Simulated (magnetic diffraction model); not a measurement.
# PrB2 below its ordering temperature

Space group I4/mmm (no. 139), a = 3.7020 Å, c = 6.2430 Å.

```csv
site,atom,x,y,z
2a,Pr,0,0,0
4e,B,1/2,1/2,0.1054
```

The compound is invented for this exercise: a known structure type with other elements, its cell scaled to their sizes and not relaxed.

Only Pr is taken to order (form factors of Pr3+); orders and moment sizes are assumed, and not adapted to the symmetry. Radiation: neutrons of λ = 2.41 Å (absorption by B left out), 8° to 100°; isotropic B of 0.38 Å² (Pr) and 0.68 Å² (B). The intensities are simulated: I ∝ L Σ (|F_N|² + |F_M⊥|²) for unpolarised neutrons, with F_M = 2.695 fm/μB × Σ f(s) S exp(2πi Q·r) exp(−B s²) at Q = H ± k (one set where k and −k are equivalent), only the part normal to Q counting and L = 1/(sin²θ cos θ). For collinear order S is the moment m, which repeats by lattice and centring translations R with the sign exp(−2πi k·R). Form factors are spin-only for 3d ions and dipole or tabulated for f ions, scattering lengths are Sears's of 1992, and absorption is left out. A label names one of the reflections at its angle. The strongest nuclear line in the range is 100, and lines under 0.2 are left out.

Above the ordering temperature:

| 2θ (°) | index | I |
| --- | --- | --- |
| 44.47 | (1 0 1) | 17.4 |
| 45.42 | (0 0 2) | 15.5 |
| 54.82 | (1 1 0) | 100.0 |
| 73.85 | (1 1 2) | 28.5 |
| 81.23 | (2 0 0) | 56.0 |
| 83.25 | (1 0 3) | 37.5 |
| 97.70 | (2 1 1) | 10.6 |
| 98.37 | (2 0 2) | 21.2 |

Below it (cell unchanged):

| 2θ (°) | I |
| --- | --- |
| 21.81 | 11.2 |
| 38.80 | 11.2 |
| 44.23 | 22.9 |
| 44.47 | 17.4 |
| 45.42 | 15.5 |
| 54.82 | 100.0 |
| 55.43 | 7.0 |
| 59.70 | 5.5 |
| 61.23 | 0.2 |
| 69.17 | 1.1 |
| 72.98 | 5.7 |
| 73.85 | 28.5 |
| 74.37 | 5.5 |
| 81.23 | 56.0 |
| 81.74 | 6.6 |
| 83.25 | 37.5 |
| 85.37 | 5.8 |
| 86.70 | 2.8 |
| 88.04 | 1.4 |
| 93.91 | 5.0 |
| 97.70 | 10.6 |
| 98.37 | 21.2 |
| 98.88 | 1.1 |

**Question.** Check that the new lines index with k = (1/2 0 1/2), then choose among these models:
A. collinear moments along [101], 2.4 μB on Pr
B. collinear moments along [110], 2.4 μB on Pr
C. collinear moments along [001], 2.4 μB on Pr

The new lines index as (1/2 0 1/2) at 21.81°, (1/2 0 -3/2) at 38.80°, (1/2 1 -1/2) at 44.23° and (1/2 1 3/2) at 55.43°, that is as H ± k with k = (1/2 0 1/2), one of 4 inequivalent arms of its star (k and −k counted as one), which a powder can't tell apart. Half indices mean that the moments reverse under translations with k·R a half-integer, and the magnetic cell has twice the primitive volume.

Magnetic intensity, observed (below minus above) and for each model:

| 2θ (°) | index | observed | A | B | C |
| --- | --- | --- | --- | --- | --- |
| 21.81 | (1/2 0 1/2) | 11.2 | 11.2 | 30.6 | 35.9 |
| 38.80 | (1/2 0 -3/2) | 11.2 | 11.2 | 13.2 | 3.6 |
| 44.23 | (1/2 1 -1/2) | 22.9 | 22.9 | 12.2 | 21.4 |
| 55.43 | (1/2 1 3/2) | 7.0 | 7.0 | 10.0 | 8.8 |
| 61.23 | (1/2 0 5/2) | 0.2 | 0.2 | 5.5 | 0.6 |
| 72.98 | (3/2 1 1/2) | 5.7 | 5.7 | 4.2 | 8.0 |
| 74.37 | (1/2 1 -5/2) | 5.5 | 5.5 | 6.5 | 2.9 |
| 85.37 | (1/2 2 1/2) | 5.8 | 5.8 | 3.1 | 6.0 |

Model A matches.

The structure used: k = (1/2 0 1/2), collinear moments along [101], 2.4 μB on Pr.

[Logs are printed without paths, hosts, clocks, repeated set-up lines and the standing remarks that a program may print on its own settings, such as how far it seeks lower states.]
